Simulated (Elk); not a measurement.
## Dielectric function and optical constants of ZrC

Aim: the dielectric function of ZrC, and the optical constants that follow from it. The cell comes from an older database entry, whose edges can differ from later determinations, mostly by under a per cent.

Method: DFT, LDA, all-electron APW+lo, Dirac cores, scalar-relativistic bands, independent-particle optical response without local fields, in Elk 11.2.3 (patched build).

The database entry behind the starting cell differs from other determinations of this structure, so it need not match the best structure at room temperature.

### Step 1. The starting structure

The structure is cubic, space group Fm-3m (No. 225). Conventional cell: a = 4.730 Å, b = 4.730 Å, c = 4.730 Å, α = 90.00°, β = 90.00°, γ = 90.00°. Nearest to Zr lie 6 C at 2.37 Å. Nearest to C lie 6 Zr at 2.37 Å. Farther neighbours, and contacts between anions beyond the nearest, are not listed.

### Step 2. Ground state

First the ground state: is it a metal or has it a gap?

This step: DFT, LDA, all-electron APW+lo, Dirac cores, scalar-relativistic bands, ground state (Elk 11.2.3 (patched build)).

The input, elk.in:

```
tasks
  0
  120

xctype
  3

nempty
  12

lorbcnd
  .true.

rgkmax
  7.0

swidth
  0.0018375

maxscl
  100

epsengy
  1e-05

sppath
  './'

avec
  0.000000000000 4.469202284740 4.469202284740
  4.469202284740 0.000000000000 4.469202284740
  4.469202284740 4.469202284740 0.000000000000

atoms
  2
  'Zr.in'
  1
  0.500000000000 0.500000000000 0.500000000000   0.000 0.000 0.000
  'C.in'
  1
  0.000000000000 0.000000000000 0.000000000000   0.000 0.000 0.000

ngridk
  11 11 11
```

The run is started by

```console
OMP_NUM_THREADS=4 elk
```

Output:

```text
┌─────────────────────────┐
│ Elk code version 11.2.3 │
└─────────────────────────┘

All units are atomic (Hartree, Bohr, etc.)

┌─────────────────────────────────────────────────┐
│ Ground-state run starting from atomic densities │
└─────────────────────────────────────────────────┘

Lattice vectors :
   0.000000000       4.469202285       4.469202285
   4.469202285       0.000000000       4.469202285
   4.469202285       4.469202285       0.000000000

Reciprocal lattice vectors :
 -0.7029425954      0.7029425954      0.7029425954
  0.7029425954     -0.7029425954      0.7029425954
  0.7029425954      0.7029425954     -0.7029425954

Unit cell volume      :    178.5336287
Brillouin zone volume :    1.389375298

Muffin-tin inner radius fraction :   0.1000000000E-01

Nuclei treated as point charges

Species : 1 (Zr)
 parameters loaded from : Zr.in
 name : zirconium
 nuclear charge    :   -40.00000000
 electronic charge :    40.00000000
 atomic mass :    166291.1793
 muffin-tin radius :    2.600000000
 number of radial points in muffin-tin :    597
 inner part over the whole radius :   0.9835613484E-02
 number on inner part of muffin-tin    :    424
 approximate nuclear radius :   0.8202877663E-04
 number of mesh points to nuclear radius :    209
 atomic positions (lattice), magnetic fields (Cartesian) :
  1 :   0.00000000  0.00000000  0.00000000    0.00000000  0.00000000  0.00000000

Species : 2 (C)
 parameters loaded from : C.in
 name : carbon
 nuclear charge    :   -6.000000000
 electronic charge :    6.000000000
 atomic mass :    21894.16674
 muffin-tin radius :    1.800000000
 number of radial points in muffin-tin :    297
 inner part over the whole radius :   0.9673150849E-02
 number on inner part of muffin-tin    :    203
 approximate nuclear radius :   0.4747601631E-04
 number of mesh points to nuclear radius :     83
 atomic positions (lattice), magnetic fields (Cartesian) :
  1 :   0.50000000  0.50000000  0.50000000    0.00000000  0.00000000  0.00000000

Total number of atoms per unit cell :    2
Total muffin-tin volume :    98.05120111
 ratio of muffin-tin to unit cell volume :   0.5492029813

Spin treatment :
 spin-unpolarised

Number of Bravais lattice symmetries :   48
Number of crystal symmetries         :   48
Crystal has inversion symmetry
Real symmetric eigensolver will be used

k-point grid :     11    11    11
k-point offset :    0.000000000       0.000000000       0.000000000
k-point set is reduced with full crystal symmetry group
Total number of k-points :       56

Muffin-tin radius times maximum |G+k| :    7.000000000
 using average radius
Maximum |G+k| for APW functions       :    3.181818182
Maximum (1/2)|G+k|²                   :    5.061983471
Maximum |G| for potential and density :    12.00000000
Constant for pseudocharge density :    8
 order of it for each species :   15  15
 order of it for pair densities of each species (exact exchange by exxq0 0: 15) :   14   5
Radial integration step length :    1

G-vector grid sizes :     25    25    25
Number of G-vectors :     5161

Maximum angular momentum used for
 APW functions            :    8
 outer part of muffin-tin :    6
 inner part of muffin-tin :    2

Total nuclear charge    :   -46.00000000
Total core charge       :    30.00000000
Total valence charge    :    16.00000000
Total excess charge     :    0.000000000
Total electronic charge :    46.00000000

Effective Wigner radius, rₛ :   0.9748950464

Number of empty states         :     24
Total number of valence states :     33
Total number of core states    :     30

Conduction state local-orbitals added automatically
Third-order local-orbitals added for an l without core states : F
Total number of local-orbitals :    116

Exchange-correlation functional :      3     0     0
 Perdew-Wang/Ceperley-Alder, Phys. Rev. B 45, 13244 (1992)
 gradient requirement :    0
 local density approximation (LDA)

Smearing type :    3
 Fermi-Dirac
Smearing width :   0.1837500000E-02
Effective electronic temperature (K) :    580.2366081

Mixing type :    3
 Broyden mixing, J. Phys. A: Math. Gen. 17, L317 (1984)

Kohn-Sham potential initialised from atomic data

┌──────────────────────────────┐
│ Self-consistent loop started │
└──────────────────────────────┘

┌─────────────────┐
│ Loop number : 1 │
└─────────────────┘

Energies :
 Fermi                       :     0.176162
 sum of occupied eigenvalues :     -2148.7392797867
 electron kinetic            :      3749.0795486806
 core electron kinetic       :      3675.4737766827
 Coulomb                     :     -7266.9783273953
 Coulomb potential           :     -5746.9190931618
 nuclear-nuclear             :     -448.84442821302
 electron-nuclear            :     -7899.8014896675
 Hartree                     :      1081.6675904852
 Madelung                    :     -4393.5187808144
 xc potential                :     -150.89973530549
 exchange                    :     -111.39958197316
 correlation                 :     -4.091416
 electron entropic           :    -0.266947E-04
 total energy                :     -3633.3898029268

Density of states at Fermi energy :    2.261192310
 (states/Hartree/unit cell)

Estimated indirect band gap :   0.9277788541E-02
 from k-point 7 to k-point 1
Estimated direct band gap   :   0.2684239452E-01
 at k-point 31

Charges :
 core                        :    30.00000000
 valence                     :    16.00000000
 interstitial                :    2.498609510
 muffin-tins (core leakage)
  species : 1 (Zr)
   atom 1                    :    37.48761936     ( -0.2118231823E-05)
  species : 2 (C)
   atom 1                    :    6.013771135     ( -0.3012097052E-06)
 total in muffin-tins        :    43.50139049
 total calculated charge     :    46.00008568
 total charge                :    46.00000000
 error                       :   0.8568450418E-04

┌─────────────────┐
│ Loop number : 2 │
└─────────────────┘

Energies :
 Fermi                       :     0.178960
 sum of occupied eigenvalues :     -2148.7544123308
 electron kinetic            :      3748.8450565916
 core electron kinetic       :      3675.4751451121
 Coulomb                     :     -7267.0453460400
 Coulomb potential           :     -5746.8178218680
 nuclear-nuclear             :     -448.84442821302
 electron-nuclear            :     -7900.0387610494
 Hartree                     :      1081.8378432224
 Madelung                    :     -4393.6364351060
 xc potential                :     -150.78164705434
 exchange                    :     -111.39758668664
 correlation                 :     -4.091212
 electron entropic           :    -0.270224E-04
 total energy                :     -3633.6891151799

Density of states at Fermi energy :    2.294175446
 (states/Hartree/unit cell)

Estimated indirect band gap :   0.8567019982E-02
 from k-point 7 to k-point 31
Estimated direct band gap   :   0.2435721984E-01
 at k-point 31

Charges :
 core                        :    30.00000000
 valence                     :    16.00000000
 interstitial                :    2.506596413
 muffin-tins (core leakage)
  species : 1 (Zr)
   atom 1                    :    37.50548895     ( -0.2125023489E-05)
  species : 2 (C)
   atom 1                    :    5.987914641     ( -0.2933069312E-06)
 total in muffin-tins        :    43.49340359
 total calculated charge     :    46.00009199
 total charge                :    46.00000000
 error                       :   0.9199131192E-04

RMS change in Kohn-Sham potential (target) :   0.3043048190     (  0.1000000000E-05)
Absolute change in total energy (target)   :   0.2993122532     (  0.1000000000E-04)

[... 13 loops left out ...]

┌──────────────────┐
│ Loop number : 16 │
└──────────────────┘

Energies :
 Fermi                       :     0.355652
 sum of occupied eigenvalues :     -2144.6631650791
 electron kinetic            :      3751.2409769980
 core electron kinetic       :      3675.7488458211
 Coulomb                     :     -7268.9554820978
 Coulomb potential           :     -5742.9034816614
 nuclear-nuclear             :     -448.84442821302
 electron-nuclear            :     -7907.9050925133
 Hartree                     :      1087.7940386284
 Madelung                    :     -4397.5037412672
 xc potential                :     -153.00066041568
 exchange                    :     -111.38552773932
 correlation                 :     -4.087290
 electron entropic           :    -0.122945E-03
 total energy                :     -3633.1874456896

Density of states at Fermi energy :    11.26911734
 (states/Hartree/unit cell)

Estimated indirect band gap :   0.4771102591E-03
 from k-point 35 to k-point 2
Estimated direct band gap   :   0.1008156565E-01
 at k-point 2

Charges :
 core                        :    30.00000000
 valence                     :    16.00000000
 interstitial                :    2.688464452
 muffin-tins (core leakage)
  species : 1 (Zr)
   atom 1                    :    38.10842326     ( -0.2310832862E-05)
  species : 2 (C)
   atom 1                    :    5.203112283     ( -0.2294821657E-06)
 total in muffin-tins        :    43.31153555
 total calculated charge     :    46.00021726
 total charge                :    46.00000000
 error                       :   0.2172584229E-03

RMS change in Kohn-Sham potential (target) :   0.6166119443E-07 (  0.1000000000E-05)
Absolute change in total energy (target)   :   0.3959585683E-05 (  0.1000000000E-04)

Convergence targets achieved

┌──────────────────┐
│ Loop number : 17 │
└──────────────────┘

Energies :
 Fermi                       :     0.355653
 sum of occupied eigenvalues :     -2144.6631646822
 electron kinetic            :      3751.2409774650
 core electron kinetic       :      3675.7488444002
 Coulomb                     :     -7268.9554812394
 Coulomb potential           :     -5742.9034805252
 nuclear-nuclear             :     -448.84442821302
 electron-nuclear            :     -7907.9050918754
 Hartree                     :      1087.7940388490
 Madelung                    :     -4397.5037409768
 xc potential                :     -153.00066162188
 exchange                    :     -111.38552774686
 correlation                 :     -4.087290
 electron entropic           :    -0.122945E-03
 total energy                :     -3633.1874443731

Density of states at Fermi energy :    11.26911609
 (states/Hartree/unit cell)

Estimated indirect band gap :   0.4771135069E-03
 from k-point 35 to k-point 2
Estimated direct band gap   :   0.1008156024E-01
 at k-point 2

Charges :
 core                        :    30.00000000
 valence                     :    16.00000000
 interstitial                :    2.688464459
 muffin-tins (core leakage)
  species : 1 (Zr)
   atom 1                    :    38.10842320     ( -0.2310832382E-05)
  species : 2 (C)
   atom 1                    :    5.203112338     ( -0.2294824792E-06)
 total in muffin-tins        :    43.31153554
 total calculated charge     :    46.00021726
 total charge                :    46.00000000
 error                       :   0.2172586413E-03

┌──────────────────────────────┐
│ Self-consistent loop stopped │
└──────────────────────────────┘

Wrote STATE.OUT
```

Elapsed: 6 s, on 4 threads of Arm Neoverse V1, shared host; peak memory 0.07 GiB.

Numbers from this step:

```
total energy           : -3633 Ha
Fermi energy           : 9.678 eV
DOS at the Fermi level : 0.4141 states/eV/cell
```

There are states at the Fermi level within the smearing, so the occupations stay smeared and the carriers get a Drude term.

### Step 3. Independent particles

The spectrum is a sum over vertical transitions between filled and empty bands at the fixed density, so many empty bands are needed.

This step: DFT, LDA, all-electron APW+lo, Dirac cores, scalar-relativistic bands, independent-particle optical response without local fields (Elk 11.2.3 (patched build)).

elk.in: that of step 2 with these lines changed.

```diff
@@ -1,4 +1,9 @@
 tasks
-  0
-  120
+  121
+
+optcomp
+  1 1
+
+intraband
+  .true.
 
@@ -17,9 +22,7 @@
 swidth
-  0.0018375
+  0.0055124
 
-maxscl
-  100
-
-epsengy
-  1e-05
+wplot
+  400 100 0
+  0.0 0.58799
```

The run is started by

```console
OMP_NUM_THREADS=4 elk
```

Output:

```text
┌─────────────────────────────────┐
│ Elk code version 11.2.3 started │
└─────────────────────────────────┘

┌────────────────────┐
│ Current task : 121 │
└────────────────────┘

Info(findsymcrys): atomic basis shift (lattice) :
  0.5000000000      0.5000000000      0.5000000000
See GEOMETRY.OUT for new atomic positions

Info(dielectric):
 dielectric tensor written to EPSILON_ij.OUT
 optical conductivity written to SIGMA_ij.OUT
 plasma frequency written to PLASMA_ij.OUT
 for components
  i = 1, j = 1

┌──────────────────┐
│ Elk code stopped │
└──────────────────┘
```

Elapsed: 1.3 s, on 4 threads; peak memory 0.03 GiB.

Read-outs:

| Property | Result |
| --- | --- |
| Drude plasma energy, first axis | 3.254 eV |

Sum at mesh points, not converged in k. Im ε, E ∥ x against photon energy; read off at these points:

photon energy (eV), Im ε, E ∥ x and a bar:
```
      0.5       74.1 ##############################
      1.0       24.7 ##########
      1.5       17.6 #######
      2.0       16.6 ######
      2.5       10.1 ####
      3.0       13.6 #####
      3.5       11.3 ####
      4.0       11.0 ####
      4.5        9.8 ####
      5.0        8.8 ###
      5.5        8.3 ###
      6.0        9.2 ###
      6.5        7.7 ###
      7.0        6.8 ##
      7.5        8.5 ###
      8.0        5.1 ##
      8.5        5.2 ##
      9.0        5.0 ##
      9.5        4.4 #
     10.0        5.0 ##
     10.5        3.9 #
     11.0        2.9 #
     11.5        2.1 
     12.0        1.5 
     12.5        1.6 
     13.0        1.9 
     13.5        1.6 
     14.0        1.1 
     14.5        1.2 
     15.0        1.0 
     15.5        1.3
```

Values under 1 per cm are given as 1; sum at mesh points, not converged in k. Table of absorption coefficient, E ∥ x by photon energy:

photon energy (eV), log10 absorption coefficient, E ∥ x (1/cm) and a bar from the least value:
```
    0.480        5.4 
    1.000        5.6 #####
    1.480        5.6 ######
    2.000        5.7 ###########
    2.480        5.7 ########
    3.000        5.9 ##############
    3.480        5.9 ###############
    4.000        5.9 ################
    4.480        6.0 ###################
    5.000        6.0 ###################
    5.480        6.0 ####################
    6.000        6.1 ######################
    6.480        6.2 ########################
    7.000        6.1 #######################
    7.480        6.2 #########################
    8.000        6.2 ##########################
    8.480        6.2 ##########################
    9.000        6.2 ##########################
    9.480        6.2 ##########################
   10.000        6.3 #############################
   10.480        6.3 ##############################
   11.000        6.3 #############################
   11.480        6.3 ############################
   12.000        6.2 ##########################
   12.480        6.2 #########################
   13.000        6.2 ##########################
   13.480        6.2 ###########################
   14.000        6.2 #########################
   14.480        6.2 ########################
   15.000        6.1 #####################
   15.480        6.1 ######################
```

The loss function −Im 1/ε at q → 0, E ∥ x has structure finer than the step of the table below, so its rows give means over 0.5 eV. Peaks (eV: height): 14.92: 1.01.

Sum at mesh points, not converged in k. Loss function −Im 1/ε at q → 0, E ∥ x against energy loss; means over each step:

```tsv
energy loss (eV)	loss function −Im 1/ε at q → 0, E ∥ x
1.0	0.0359
1.5	0.0523
2.0	0.0621
2.5	0.0796
3.0	0.0736
3.5	0.0885
4.0	0.0817
4.5	0.0980
5.0	0.109
5.5	0.112
6.0	0.104
6.5	0.123
7.0	0.146
7.5	0.122
8.0	0.154
8.5	0.182
9.0	0.192
9.5	0.202
10.0	0.173
10.5	0.164
11.0	0.197
11.5	0.241
12.0	0.348
12.5	0.470
13.0	0.446
13.5	0.431
14.0	0.589
14.5	0.721
15.0	0.927
15.5	0.741
```

The reflectivity at normal incidence, E ∥ x has structure finer than the step of the table below, so its rows give means over 0.5 eV. Peaks (eV: height): 3.00: 44.5, 4.32: 42.7, 6.36: 45.4, 7.84: 49.9, 11.12: 52.9, 13.80: 42.0.

Sum at mesh points, not converged in k. Table of reflectivity at normal incidence, E ∥ x by photon energy; means over each step:

photon energy (eV), reflectivity at normal incidence, E ∥ x (%) and a bar from the least value:
```
      1.0       62.6 ##############################
      1.5       49.3 #####################
      2.0       48.8 #####################
      2.5       38.7 ##############
      3.0       42.2 ################
      3.5       39.2 ##############
      4.0       38.5 ##############
      4.5       40.1 ###############
      5.0       37.7 #############
      5.5       36.2 ############
      6.0       39.2 ##############
      6.5       42.5 #################
      7.0       36.1 ############
      7.5       41.0 ###############
      8.0       44.0 ##################
      8.5       39.3 ##############
      9.0       37.1 #############
      9.5       36.7 #############
     10.0       41.0 ###############
     10.5       49.8 #####################
     11.0       50.8 ######################
     11.5       50.5 ######################
     12.0       45.8 ###################
     12.5       34.2 ###########
     13.0       33.1 ##########
     13.5       38.0 ##############
     14.0       36.6 #############
     14.5       30.9 #########
     15.0       21.4 ##
     15.5       17.9
```

From ε follow the optical constants at some laser lines:

```tsv
wavelength (nm)	n	k	R (%)	1/α
1550	3.89	5.492	71.2	22 nm
1064	3.10	3.511	57.4	24 nm
800	3.39	2.602	47.9	24 nm
532	2.57	2.107	40.2	20 nm
405	2.66	2.291	42.9	14 nm
365	2.80	2.130	41.0	14 nm
248	2.20	2.004	38.3	9.8 nm
```

In reflection the computed colour is faintly red: x = 0.334, y = 0.334, luminous reflectivity 44 %.

### Step 4. What came out

```yaml
drude_plasma_energy_first_axis: 3.25 eV
```

In words: At this level (LDA, independent particles) ZrC is a metal with a Drude plasma energy of 3.3 eV. The mesh is too coarse to trust the carriers' weight, the reflectivity or the colour to better than tens of per cent. Along x the bare Drude plasma energy is 3.3 eV; Re ε first rises through zero at 0.39 eV, far lower, because interband transitions screen the carriers. Im ε is 69 there, so the loss peak at that energy is weak. In reflection the computed colour is faintly red: x = 0.334, y = 0.334, luminous reflectivity 44 %. The carriers' damping of 0.15 eV is typed, not computed; at 0.8 eV the carriers give 7 % of Im ε, the rest is interband. The sum runs over mesh points 0.21 Å⁻¹ apart with no interpolation, so peaks are partly noise of the mesh, and the Drude plasma energy, a sum over the Fermi surface, isn't converged.

[Long decimals in the printed logs are rounded to 6 places.]

[Machine, clock and banner lines and Python warnings are left out of the logs.]

[Logs are printed without paths, hosts, clocks, repeated set-up lines and the standing remarks that a program may print on its own settings, such as how far it seeks lower states.]

[Hosts, paths, dates, database ids (printed as entryN), source tags and the programs' standing remarks are cut or masked in the printed files.]

[Where Elk ran, warnings of its patched build on accuracy (core leakage, angular cutoffs, spin-orbit splittings, empty states, lower magnetic states) are left out.]

[Where the starting crystal was built by hand or by swapping elements, it need not be the compound's stable phase.]

[The count of steps not shown may lack steps that the program refused or didn't finish.]
